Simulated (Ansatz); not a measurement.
Rows from a G0W0 calculation on Be3N2 (R3m) (Ansatz 0.2.0; G0W0 on LDA, plane waves, PAW; PAW set soft_1; 8×8×8 mesh, 125 empty bands, screening to 138 eV, plasmon pole, PAW set soft_1 files), in eV. Spin-orbit coupling is left out.

```csv
row,Σx,Σc,Vxc,Z
A,-7.61,-4.97,-13.80,0.83
B,-22.13,3.11,-18.41,0.80
C,-6.81,-3.99,-11.62,0.84
D,-6.04,-4.83,-11.98,0.84
E,-21.29,3.11,-17.54,0.80
F,-9.66,-4.74,-15.34,0.82
```

**Question.** Which rows are filled states and which are empty ones, and how can one tell?

Filled: B and E. Empty: A, C, D and F. The sign of Σc tells: for a filled state bare exchange, which holds its interaction with itself, lies below Vxc (Σx − Vxc is -3.7 eV or lower here) and screening gives part back as a positive Σc. For an empty state Σx lies above Vxc (+4.8 eV or more) and the Coulomb hole leaves Σc negative.

[Paths, hosts, dates, memory and timing lines, banners, echoed tables and standing remarks are left out of the program output.]

[Logs are printed without paths, hosts, clocks, repeated set-up lines and the standing remarks that a program may print on its own settings, such as how far it seeks lower states.]

[Runs of the session that timed out or met a known fault of the program may be left out.]

[Cells called generated may have been cut or substituted from an entry of the Crystallography Open Database or the Materials Project.]

[Hosts, paths, dates, database ids (printed as entryN), source tags and the programs' standing remarks are cut or masked in the printed files.]
